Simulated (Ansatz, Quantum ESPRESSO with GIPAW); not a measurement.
## 67Zn and 77Se NMR of ZnSe (Stilleite), calculated

Aim: the magnetic shielding of every site in ZnSe (Stilleite).

**The experiment.** The 67Zn shift is 274 ppm against aqueous Zn2+, in “Local structures of polar wurtzites Zn1-xMgxO studied by Raman and 67Zn/25Mg NMR spectroscopies and by total neutron scattering” (2008; arXiv:0808.0492), quoting earlier work.

Calculated with Quantum ESPRESSO with GIPAW 8.0dev (patched build); DFT, PBE, plane-wave PAW (pslibrary 1.0.0 recipes), scalar-relativistic, GIPAW; a patched development version of the program.

Most raw output is cut from this account.

### 1. The structure

The structure is cubic, space group F-43m (No. 216). The conventional cell has a = 5.668 Å, b = 5.668 Å, c = 5.668 Å, α = 90.00°, β = 90.00°, γ = 90.00°. Nearest to Se lie 4 Zn at 2.45 Å. Nearest to Zn lie 4 Se at 2.45 Å. Farther neighbours and most contacts between anions are not listed.

Structure file:

```cif
data_structure
_symmetry_space_group_name_H-M 'F-43m'
_symmetry_Int_Tables_number 216
_cell_length_a 5.6676
_cell_length_b 5.6676
_cell_length_c 5.6676
_cell_angle_alpha 90.000
_cell_angle_beta 90.000
_cell_angle_gamma 90.000
_cell_volume 182.05
loop_
_atom_site_label
_atom_site_type_symbol
_atom_site_symmetry_multiplicity
_atom_site_Wyckoff_symbol
_atom_site_fract_x
_atom_site_fract_y
_atom_site_fract_z
_atom_site_occupancy
Se1 Se 4 c 0.25000 0.25000 0.25000 1
Zn1 Zn 4 a 0.00000 0.00000 0.00000 1
```

The cell is an entry of the Crystallography Open Database.

### 2. Ground state

The shielding is a linear response of the occupied states, which this run provides. It is converged far beyond what an energy needs, since the response uses the wavefunctions themselves. No empty states are asked for: the response is solved without them. The mesh has a spacing of 0.18 Å⁻¹ at most. The PAW files were made with ld1.x from the pslibrary 1.0.0 recipes, with GIPAW reconstruction switched on.

Contents of scf.in:

```
&control
  calculation = 'scf'
  prefix = 'x'
  outdir = './tmp/'
  pseudo_dir = './'
/
&system
  ibrav = 0
  nat = 2
  ntyp = 2
  ecutwfc = 65
  ecutrho = 390
  nbnd = 14
/
&electrons
  conv_thr = 1.0d-10
  mixing_beta = 0.7
  electron_maxstep = 100
/
ATOMIC_SPECIES
  Se 78.971 Se.pbe-dn-kjpaw_psl.1.0.0-gipaw.UPF
  Zn 65.380 Zn.pbe-dn-kjpaw_psl.1.0.0-gipaw.UPF
CELL_PARAMETERS angstrom
  0.00000000 2.83380000 2.83380000
  2.83380000 0.00000000 2.83380000
  2.83380000 2.83380000 0.00000000
ATOMIC_POSITIONS crystal
  Se 0.75000000 0.75000000 0.75000000
  Zn 0.00000000 0.00000000 0.00000000
K_POINTS automatic
  11 11 11 0 0 0
```

Run with:

```bash
$ mpirun -np 4 pw.x -nk 4 -in scf.in > scf.out
```

It took 16 s on 4 MPI ranks of Arm Neoverse V2, shared host; peak memory 0.45 GiB.

It converged in 14 cycles to an estimated accuracy of 1e-10 Ry, on 56 irreducible k-points.

### 3. Magnetic response

A uniform field breaks periodicity, so gipaw.x applies it as a wave of small q and takes the limit. It solves for the first-order states, builds the induced current and gets the field at each nucleus by Biot–Savart; the PAW spheres add what the smooth waves miss near the nuclei. pawproj makes the reconstruction use the PAW data sets' own projectors.

Contents of nmr.in:

```
&inputgipaw
  job = 'nmr'
  prefix = 'x'
  tmp_dir = './tmp/'
  restart_mode = 'from_scratch'
  verbosity = 'low'
  q_gipaw = 0.01
  spline_ps = .true.
  conv_threshold = 1.0d-14
  use_nmr_macroscopic_shape = .false.
  pawproj(1) = .true.
  pawproj(2) = .true.
/
```

Run with:

```bash
$ mpirun -np 4 gipaw.x -in nmr.in > nmr.out
```

The job ended after 4.1 min (4 MPI ranks; peak memory 0.31 GiB).

The f-sum rule is met to 0.0065 of 14.4 (0.05 %). Converged shieldings require that this miss be small, but a small miss does not prove them.

From the symmetric part of each tensor, with principal values σ11 ≤ σ22 ≤ σ33: σ_iso is their mean, the span is σ33 − σ11 and the skew 3(σ_iso − σ22)/span. (gipaw.x prints an anisotropy in another convention.)

```csv
site,atom no.,atoms in cell,σ_iso (ppm),span (ppm),skew
Se,1,1,1723.6,0.0,-
Zn,2,1,1300,0,-
```

The macroscopic shape term is switched off. For a spherical sample the valence susceptibility of this run would add about 14 ppm to every site, a rough estimate, since the susceptibility converges slowly and lacks part of the PAW terms. Differences within the crystal don't depend on it, but shieldings of different compounds can't be compared to better than about that much without it.

Se and Zn sit on cubic site symmetry, where the tensor must be isotropic.

The quadrupolar nuclei (67Zn) sit on sites where the field gradient vanishes by symmetry, so they have no quadrupolar coupling.

### 4. Sites, surroundings and shifts

Covalently bonded atoms count as neighbours within 1.18 times the sum of their radii. Otherwise a cation's neighbours lie within 1.2 times its shortest bond (1.3 for large cations, each anion's radius taken off where they differ), and an anion's are the cations that count it.

```csv
site,atom no.,atoms in cell,surroundings,bonds (Å),σ_iso (ppm)
Se,1,1,bound to Zn4,2.454,1723.6
Zn,2,1,ZnSe4,2.454,1300
```

### 5. Cost against result

Each row names what was changed: another mesh tests the sampling of the zone; another functional shows how far the paramagnetic term hangs on the exchange-correlation form; another cutoff tests the basis.

Changes of σ_iso (ppm) against the run above (PBE, cutoffs 65 and 390 Ry, mesh 11×11×11, 17 min). Times are CPU times of pw.x and gipaw.x together, on 4 MPI ranks of Arm Neoverse V2, shared host; on a shared host they are rough. A run is marked as doubtful where the f-sum miss passes 0.015 electrons, or that much for each three atoms in larger cells (with Tl, Pb, Hg, Bi or Sn a third of that, or a mesh spacing over 0.26 Å⁻¹), or where the susceptibility is unphysically large.

```csv
run,CPU time,f-sum miss,Se,Zn
mesh 13×13×13,26 min,0.0022,+52.5,-1.4
LDA,17 min,0.011,-222.6,-30.1
cutoffs 45 and 280 Ry (coarse on purpose),13 min,0.0024,-45.2,-2.1
mesh 7×7×7 (marked),6.3 min,0.082,-568.5,+3.5
Wu-Cohen,17 min,0.0089,-115.1,-14.8
cutoffs 75 and 450 Ry,27 min,0.0064,-0.7,-0.1
```

The largest move is -568.5 ppm, on Se, from mesh 7×7×7.

### 6. A bad input

One more run, with a slip of the kind that is easily made.

scf.in: that of step 2 with these lines changed.

```diff
@@ -20,4 +20,4 @@
 ATOMIC_SPECIES
-  Se 78.971 Se.pbe-dn-kjpaw_psl.1.0.0-gipaw.UPF
-  Zn 65.380 Zn.pbe-dn-kjpaw_psl.1.0.0-gipaw.UPF
+  Se 78.971 Se.pbe-dn-kjpaw_psl.1.0.0.UPF
+  Zn 65.380 Zn.pbe-dn-kjpaw_psl.1.0.0.UPF
 CELL_PARAMETERS angstrom
```

Run with:

```bash
$ mpirun -np 4 pw.x -nk 4 -in scf.in > scf.out
```

This SCF reached its threshold; then the response:

nmr.in: that of step 3 with these lines changed.

```diff
@@ -10,4 +10,2 @@
   use_nmr_macroscopic_shape = .false.
-  pawproj(1) = .true.
-  pawproj(2) = .true.
 /
```

Run with:

```bash
$ mpirun -np 4 gipaw.x -in nmr.in > nmr.out
```

Run time: 4.1 min. Hardware: 4 MPI ranks; peak memory 0.3 GiB.

The run ends without an error, but the fault (files without GIPAW data) moves σ_iso of Se by -1657.6 ppm (both without the shape term); the f-sum rule is missed by 0.0065 electrons. Its numbers are not to be used. Without partial waves and core orbitals the core and reconstruction terms are missing.

### 7. Comparison with the measured values

Without a fitted line the measured shift still tests the calculation: for an exact theory σ + δ is one number for all compounds of a nucleus, up to the shape term, which is left out of σ and differs by some ppm between compounds.

```csv
"nucleus, site",σ_iso (ppm),measured δ (ppm),σ + δ (ppm),"σ + δ of other compounds, same level"
"67Zn, Zn",1300,274,1574,"ZnS 1617, ZnO 1681"
```

### 8. Outcome

* 67Zn shielding without shape term: 1300 ppm
* 77Se shielding without shape term: 1723.6 ppm

**Reading.** 67Zn has one site (ZnSe4), with isotropic shielding 1300 ppm (shape term left out). A shift needs a reference, δ = σ_ref − σ, fixed on measured compounds; for 67Zn of this kind at this level too few were at hand, or they scattered too widely about a line, so none is given. For 67Zn, σ + δ is 1574 ppm here and 1649 ppm on average over 2 other sites: with that reference and slope one the shift would be off by +75 ppm. Going to mesh 13×13×13 changes no isotropic shielding by more than 52.6 ppm, a first measure of the error left in that respect. Going to cutoffs 75 and 450 Ry changes no isotropic shielding by more than 0.67 ppm, so the main run is converged in that respect. The cheaper run with cutoffs 45 and 280 Ry takes about 75 % of the time and is off by 2.1 ppm on Zn, and by 45.2 ppm at most. The largest change with the functional is 222.6 ppm in absolute shielding; part of that drops out once each functional has its own reference line. This build of gipaw.x prints that it is not audited and that its numbers are no references by themselves. It also reports spline_ps as false although the input sets it; why was not traced.

[Logs are printed without paths, hosts, clocks, repeated set-up lines and the standing remarks that a program may print on its own settings, such as how far it seeks lower states.]

[Hosts, paths, dates, database ids (printed as entryN), source tags and the programs' standing remarks are cut or masked in the printed files.]

[Where no reference line passes its bar on scatter, no shift is given, so a measured shift of this compound may stand uncompared.]
